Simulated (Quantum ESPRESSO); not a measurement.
**Cobalt: orders under volume**

Wanted: the trend of the moments of Cobalt with volume.

Method: PBE; plane waves with GBRV 1.5 PBE potentials, no spin-orbit coupling, in Quantum ESPRESSO 7.5.

## (1) Starting point

The structure is hexagonal, space group P6_3/mmc (No. 194). Conventional cell: a = 2.507 Å, b = 2.507 Å, c = 4.070 Å, α = 90.00°, β = 90.00°, γ = 120.00°. Nearest to Co lie 12 Co at 2.50 to 2.51 Å.

The cell comes from the Crystallography Open Database.

## (2) Volume 0.94, ferro ++

All lengths scale alike; the factor is that of the volume. Atoms keep their fractional places. Seeded atoms are those given a starting moment.

The input, pw.in:

```
&CONTROL
  calculation = 'scf'
  prefix = 'pwscf'
  outdir = './tmp'
  pseudo_dir = './pseudo'
  disk_io = 'nowf'
  tprnfor = .true.
  tstress = .true.
/
&SYSTEM
  ibrav = 0
  celldm(1) = 8
  nat = 2
  ntyp = 1
  ecutwfc = 40
  ecutrho = 280
  nbnd = 26
  occupations = 'smearing'
  smearing = 'fd'
  degauss = 0.00999582
  nspin = 2
  starting_magnetization(1) = 0.1176
/
&ELECTRONS
  conv_thr = 4d-09
  electron_maxstep = 150
  mixing_beta = 0.3
/
ATOMIC_SPECIES
Co     58.9332 co_pbe_v1.2.uspp.F.UPF
CELL_PARAMETERS alat
   0.5801965198007    0.0000000000000    0.0000000000000
  -0.2900982599015    0.5024649253249    0.0000000000000
   0.0000000000000    0.0000000000000    0.9417491488949
ATOMIC_POSITIONS crystal
Co      0.3333333333    0.6666666667    0.2500000000
Co      0.6666666667    0.3333333333    0.7500000000
K_POINTS automatic
12 12 12 0 0 0
```

On the command line:

```
OMP_NUM_THREADS=1 mpirun -n 2 pw.x -nk 2 -in pw.in > pw.out
```

What it wrote:

```text
Program PWSCF v.7.5 starts

     Message from routine setup:
     using ibrav=0 with symmetry is DISCOURAGED, use correct ibrav instead

     K-points division:     npool     =       2
     Subspace diagonalization in iterative solution of the eigenvalue problem:

     bravais-lattice index     =            0
     lattice parameter (alat)  =       8.0000  a.u.
     unit-cell volume          =     140.5679 (a.u.)^3
     number of atoms/cell      =            2
     number of atomic types    =            1
     number of electrons       =        34.00
     number of Kohn-Sham states=           26
     kinetic-energy cutoff     =      40.0000  Ry
     charge density cutoff     =     280.0000  Ry
     scf convergence threshold =      4.0E-09
     mixing beta               =       0.3000
     number of iterations used =            8  plain     mixing
     Exchange-correlation= SLA  PW   PBE  PBE
                           (   1   4   3   4   0   0   0)

     celldm(1)=   8.000000  celldm(2)=   0.000000  celldm(3)=   0.000000
     celldm(4)=   0.000000  celldm(5)=   0.000000  celldm(6)=   0.000000

     crystal axes: (cart. coord. in units of alat)
               a(1) = (   0.580197   0.000000   0.000000 )
               a(2) = (  -0.290098   0.502465   0.000000 )
               a(3) = (   0.000000   0.000000   0.941749 )

     reciprocal axes: (cart. coord. in units 2 pi/alat)
               b(1) = (  1.723554  0.995094 -0.000000 )
               b(2) = (  0.000000  1.990189  0.000000 )
               b(3) = (  0.000000 -0.000000  1.061854 )

     PseudoPot. # 1 for Co read from file:
     co_pbe_v1.2.uspp.F.UPF
     Pseudo is Ultrasoft + core correction, Zval = 17.0

     atomic species   valence    mass     pseudopotential
     Co               17.00    58.93320     Co( 1.00)

     Starting magnetic structure
     atomic species   magnetization
     Co              0.118

     24 Sym. Ops., with inversion, found (12 have fractional translation)

   Cartesian axes

     site n.     atom                  positions (alat units)
         1        Co     tau(   1) = (  -0.0000000   0.3349766   0.2354373  )
         2        Co     tau(   2) = (   0.2900983   0.1674883   0.7063119  )

     number of k points=   133  Fermi-Dirac smearing, width (Ry)=  0.0100

     Number of k-points >= 100: set verbosity='high' to print them.

     Dense  grid:    11177 G-vectors     FFT dimensions: (  25,  25,  48)

     Smooth grid:     4795 G-vectors     FFT dimensions: (  20,  20,  32)

     Check: negative core charge=   -0.000055
     Generating pointlists ...
     new r_m :   0.2384 (alat units)  1.9070 (a.u.) for type    1

     Initial potential from superposition of free atoms

     starting charge      32.0000, renormalised to      34.0000
     Starting wfcs are   26 randomized atomic wfcs

     Self-consistent Calculation

     iteration #  1     ecut=    40.00 Ry     beta= 0.30
     Davidson diagonalization with overlap
     ethr =  1.00E-02,  avg # of iterations =  4.6

     total energy              =    -594.11057863 Ry
     estimated scf accuracy    <      13.69237813 Ry

     total magnetization       =     2.08 Bohr mag/cell
     absolute magnetization    =     2.13 Bohr mag/cell

     iteration #  2     ecut=    40.00 Ry     beta= 0.30
     Davidson diagonalization with overlap
     ethr =  1.00E-02,  avg # of iterations =  2.1

     total energy              =    -596.90625859 Ry
     estimated scf accuracy    <       0.39911824 Ry

     total magnetization       =     3.10 Bohr mag/cell
     absolute magnetization    =     3.25 Bohr mag/cell

     [... further iterations left out ...]

     iteration # 11     ecut=    40.00 Ry     beta= 0.30
     Davidson diagonalization with overlap
     ethr =  1.64E-10,  avg # of iterations =  1.6

     total energy              =    -596.97973005 Ry
     estimated scf accuracy    <       0.00000002 Ry

     total magnetization       =     3.23 Bohr mag/cell
     absolute magnetization    =     3.56 Bohr mag/cell

     iteration # 12     ecut=    40.00 Ry     beta= 0.30
     Davidson diagonalization with overlap
     ethr =  4.61E-11,  avg # of iterations =  1.5

     Magnetic moment per site  (integrated on atomic sphere of radius R)
     atom   1 (R=0.238)  charge= 15.5642  magn=  1.6913
     atom   2 (R=0.238)  charge= 15.5642  magn=  1.6913

     End of self-consistent calculation

     Number of k-points >= 100: set verbosity='high' to print the bands.

     the Fermi energy is    19.4247 ev

!    total energy              =    -596.97973009 Ry
     estimated scf accuracy    <          5.3E-10 Ry
     smearing contrib. (-TS)   =      -0.00855898 Ry
     internal energy E=F+TS    =    -596.97117110 Ry

     The total energy is F=E-TS. E is the sum of the following terms:
     one-electron contribution =    -300.32906030 Ry
     hartree contribution      =     173.29097908 Ry
     xc contribution           =     -65.42412784 Ry
     ewald contribution        =    -404.50896204 Ry

     total magnetization       =     3.23 Bohr mag/cell
     absolute magnetization    =     3.56 Bohr mag/cell

     convergence has been achieved in  12 iterations

     Forces acting on atoms (cartesian axes, Ry/au):

     atom    1 type  1   force =    -0.00000000   -0.00000000    0.00000000
     atom    2 type  1   force =     0.00000000    0.00000000    0.00000000

     Total force =     0.000000     Total SCF correction =     0.000000

     Computing stress (Cartesian axis) and pressure

          total   stress  (Ry/bohr**3)                   (kbar)     P=      105.18
   0.00073858   0.00000000   0.00000000          108.65        0.00        0.00
   0.00000000   0.00073858   0.00000000            0.00      108.65        0.00
  -0.00000000  -0.00000000   0.00066790           -0.00       -0.00       98.25

=------------------------------------------------------------------------------=
   JOB DONE.
=------------------------------------------------------------------------------=
```

Wall time 46 s (2 MPI ranks of Arm Neoverse N1, shared host); peak memory 0.2 GiB.

Spin moment in the atom's sphere by atom:

```tsv
atom	spin moment in the atom's sphere (μB)
Co1	1.69
Co2	1.69
```

Read from the output:

* smearing term TS: 0.1165 eV
* pressure: 10.52 GPa
* magnetization: 3.233 μB
* absolute magnetization: 3.558 μB
* final state: ferromagnetic

## (3) Volume 0.94, antiferro +-

Changes to pw.in since step 2:

```diff
@@ -13,6 +13,6 @@
   nat = 2
-  ntyp = 1
+  ntyp = 2
   ecutwfc = 40
   ecutrho = 280
-  nbnd = 26
+  nbnd = 24
   occupations = 'smearing'
@@ -22,2 +22,3 @@
   starting_magnetization(1) = 0.1176
+  starting_magnetization(2) = -0.1176
 /
@@ -29,3 +30,4 @@
 ATOMIC_SPECIES
-Co     58.9332 co_pbe_v1.2.uspp.F.UPF
+Co1    58.9332 co_pbe_v1.2.uspp.F.UPF
+Co2    58.9332 co_pbe_v1.2.uspp.F.UPF
 CELL_PARAMETERS alat
@@ -35,4 +37,4 @@
 ATOMIC_POSITIONS crystal
-Co      0.3333333333    0.6666666667    0.2500000000
-Co      0.6666666667    0.3333333333    0.7500000000
+Co1     0.3333333333    0.6666666667    0.2500000000
+Co2     0.6666666667    0.3333333333    0.7500000000
 K_POINTS automatic
```

What it wrote:

```text
     [... lines left out ...]
Program PWSCF v.7.5 starts
     [... lines left out ...]
     number of atoms/cell      =            2
     [... lines left out ...]
     number of electrons       =        34.00
     number of Kohn-Sham states=           24
     kinetic-energy cutoff     =      40.0000  Ry
     charge density cutoff     =     280.0000  Ry
     scf convergence threshold =      4.0E-09
     [... lines left out ...]
     12 Sym. Ops. (no inversion) found ( 6 have fractional translation)
     [... lines left out ...]
     number of k points=   133  Fermi-Dirac smearing, width (Ry)=  0.0100
     [... lines left out ...]
     iteration # 24     ecut=    40.00 Ry     beta= 0.30
     [... lines left out ...]
     Magnetic moment per site  (integrated on atomic sphere of radius R)
     atom   1 (R=0.238)  charge= 15.5680  magn=  0.6240
     atom   2 (R=0.238)  charge= 15.5679  magn= -0.6241
     [... lines left out ...]
     the Fermi energy is    19.3624 ev
!    total energy              =    -596.95125484 Ry
     estimated scf accuracy    <          1.5E-09 Ry
     smearing contrib. (-TS)   =      -0.02198328 Ry
     [... lines left out ...]
     total magnetization       =    -0.00 Bohr mag/cell
     absolute magnetization    =     1.28 Bohr mag/cell
     convergence has been achieved in  24 iterations
     [... lines left out ...]
     Total force =     0.000000     Total SCF correction =     0.000000
     [... lines left out ...]
          total   stress  (Ry/bohr**3)                   (kbar)     P=       10.80
     [... lines left out ...]
```

The job ended after 84 s (2 MPI ranks; peak memory 0.2 GiB).

Spin moment in the atom's sphere by atom:

```tsv
atom	spin moment in the atom's sphere (μB)
Co1	0.624
Co2	-0.624
```

Read from the output:

```
smearing term TS       : 0.2991 eV
pressure               : 1.080 GPa
magnetization          : 0 μB
absolute magnetization : 1.279 μB
final state            : antiferromagnetic
```

## (4) Volume 0.94, no spin polarisation

The input, pw.in:

```
&CONTROL
  calculation = 'scf'
  prefix = 'pwscf'
  outdir = './tmp'
  pseudo_dir = './pseudo'
  disk_io = 'nowf'
  tprnfor = .true.
  tstress = .true.
/
&SYSTEM
  ibrav = 0
  celldm(1) = 8
  nat = 2
  ntyp = 1
  ecutwfc = 40
  ecutrho = 280
  nbnd = 24
  occupations = 'smearing'
  smearing = 'fd'
  degauss = 0.00999582
/
&ELECTRONS
  conv_thr = 4d-09
  electron_maxstep = 150
  mixing_beta = 0.3
/
ATOMIC_SPECIES
Co     58.9332 co_pbe_v1.2.uspp.F.UPF
CELL_PARAMETERS alat
   0.5801965198007    0.0000000000000    0.0000000000000
  -0.2900982599015    0.5024649253249    0.0000000000000
   0.0000000000000    0.0000000000000    0.9417491488949
ATOMIC_POSITIONS crystal
Co      0.3333333333    0.6666666667    0.2500000000
Co      0.6666666667    0.3333333333    0.7500000000
K_POINTS automatic
12 12 12 0 0 0
```

What it wrote:

```text
     [... lines left out ...]
Program PWSCF v.7.5 starts
     [... lines left out ...]
     number of atoms/cell      =            2
     [... lines left out ...]
     number of electrons       =        34.00
     number of Kohn-Sham states=           24
     kinetic-energy cutoff     =      40.0000  Ry
     charge density cutoff     =     280.0000  Ry
     scf convergence threshold =      4.0E-09
     [... lines left out ...]
     24 Sym. Ops., with inversion, found (12 have fractional translation)
     [... lines left out ...]
     number of k points=   133  Fermi-Dirac smearing, width (Ry)=  0.0100
     [... lines left out ...]
     iteration # 11     ecut=    40.00 Ry     beta= 0.30
     [... lines left out ...]
     the Fermi energy is    19.3258 ev
!    total energy              =    -596.95117038 Ry
     estimated scf accuracy    <          5.1E-11 Ry
     smearing contrib. (-TS)   =      -0.02270486 Ry
     [... lines left out ...]
     convergence has been achieved in  11 iterations
     [... lines left out ...]
     Total force =     0.000000     Total SCF correction =     0.000000
     [... lines left out ...]
          total   stress  (Ry/bohr**3)                   (kbar)     P=      -11.02
     [... lines left out ...]
```

Wall time 21 s (2 MPI ranks); peak memory 0.16 GiB; 39 s of CPU time.

This step gave:

```
smearing term TS : 0.3089 eV
pressure         : -1.102 GPa
final state      : non-magnetic (no spin polarisation)
```

## (5) Volume 1.1, ferro ++

Changes to pw.in since step 4:

```diff
@@ -16,3 +16,3 @@
   ecutrho = 280
-  nbnd = 24
+  nbnd = 26
   occupations = 'smearing'
@@ -20,2 +20,4 @@
   degauss = 0.00999582
+  nspin = 2
+  starting_magnetization(1) = 0.1176
 /
@@ -29,5 +31,5 @@
 CELL_PARAMETERS alat
-   0.5801965198007    0.0000000000000    0.0000000000000
-  -0.2900982599015    0.5024649253249    0.0000000000000
-   0.0000000000000    0.0000000000000    0.9417491488949
+   0.6114065166098    0.0000000000000    0.0000000000000
+  -0.3057032583049    0.5294935754095    0.0000000000000
+   0.0000000000000    0.0000000000000    0.9924078256155
 ATOMIC_POSITIONS crystal
```

What it wrote:

```text
     [... lines left out ...]
Program PWSCF v.7.5 starts
     [... lines left out ...]
     number of atoms/cell      =            2
     [... lines left out ...]
     number of electrons       =        34.00
     number of Kohn-Sham states=           26
     kinetic-energy cutoff     =      40.0000  Ry
     charge density cutoff     =     280.0000  Ry
     scf convergence threshold =      4.0E-09
     [... lines left out ...]
     24 Sym. Ops., with inversion, found (12 have fractional translation)
     [... lines left out ...]
     number of k points=   133  Fermi-Dirac smearing, width (Ry)=  0.0100
     [... lines left out ...]
     iteration # 11     ecut=    40.00 Ry     beta= 0.30
     [... lines left out ...]
     Magnetic moment per site  (integrated on atomic sphere of radius R)
     atom   1 (R=0.251)  charge= 15.6760  magn=  1.8274
     atom   2 (R=0.251)  charge= 15.6760  magn=  1.8274
     [... lines left out ...]
     the Fermi energy is    16.0940 ev
!    total energy              =    -596.97046521 Ry
     estimated scf accuracy    <          2.5E-10 Ry
     smearing contrib. (-TS)   =      -0.00977436 Ry
     [... lines left out ...]
     total magnetization       =     3.47 Bohr mag/cell
     absolute magnetization    =     3.88 Bohr mag/cell
     convergence has been achieved in  11 iterations
     [... lines left out ...]
     Total force =     0.000000     Total SCF correction =     0.000000
     [... lines left out ...]
          total   stress  (Ry/bohr**3)                   (kbar)     P=     -179.06
     [... lines left out ...]
```

Run time: 47 s. Hardware: 2 MPI ranks; peak memory 0.22 GiB; 93 s of CPU time.

Numbers from this step:

```
smearing term TS       : 0.1330 eV
pressure               : -17.91 GPa
magnetization          : 3.471 μB
absolute magnetization : 3.881 μB
final state            : ferromagnetic
largest moment         : 1.827 μB
```

## (6) All points

The runs not shown differ from these in the moved quantity alone.

States, by row:

```tsv
volume	ferro ++	antiferro +-	no spin polarisation
0.94	ferromagnetic	antiferromagnetic	non-magnetic
0.97	ferromagnetic	antiferromagnetic	non-magnetic
1	ferromagnetic	antiferromagnetic	non-magnetic
1.03	ferromagnetic	antiferromagnetic	non-magnetic
1.06	ferromagnetic	antiferromagnetic	non-magnetic
1.1	ferromagnetic	antiferromagnetic	non-magnetic
```

Table of largest site moment by volume:

```tsv
volume (factor)	ferro ++ (μB)	antiferro +- (μB)
0.9400	1.69	0.624
0.9700	1.73	0.933
1.0000	1.76	1.11
1.0300	1.78	1.24
1.0600	1.80	1.35
1.1000	1.83	1.47
```

Energy less that of the parallel start against volume; values in meV a seeded atom:

```tsv
volume (factor)	antiferro +-	no spin polarisation
0.9400	194	194
0.9700	210	218
1.0000	223	241
1.0300	232	264
1.0600	238	285
1.1000	242	311
```

Table of energy over the lowest by volume; values in meV an atom:

```tsv
volume (factor)	ferro ++	antiferro +-	no spin polarisation
0.9400	14.2	208	209
0.9700	0	210	218
1.0000	0.0388	223	241
1.0300	12.1	244	276
1.0600	34.4	272	319
1.1000	77.3	319	388
```

## (7) What came out

```
moment, parallel start       : 1.69 to 1.83 μB
states met from these starts : antiferromagnetic and ferromagnetic
```

In words: The moment of the parallel start goes from 1.69 μB at 0.94 to 1.83 μB at 1.1. The net moment of the cell goes from 3.23 to 3.47 μB. The radius of the spheres follows the nearest distance, so part of the change of the site moments is the spheres'. The largest moment of the start antiferro +- lies between 0.624 and 1.47 μB. The start antiferro +- lies over the parallel one at every finished point, by 194 to 242 meV a seeded atom. Energies are free energies at an electronic temperature of 1580 K, which lowers moments and differences where the moments are itinerant.

[Logs and program files are shortened in this print: banners, set-up blocks, solver, clock and traceback lines can be left out without a mark of their own.]

[Logs are printed without paths, hosts, clocks, repeated set-up lines and the standing remarks that a program may print on its own settings, such as how far it seeks lower states.]

[Hosts, paths, dates, database ids (printed as entryN), source tags and the programs' standing remarks are cut or masked in the printed files.]

[Where a cell is said to come from a database of computed structures, the database is the Materials Project.]
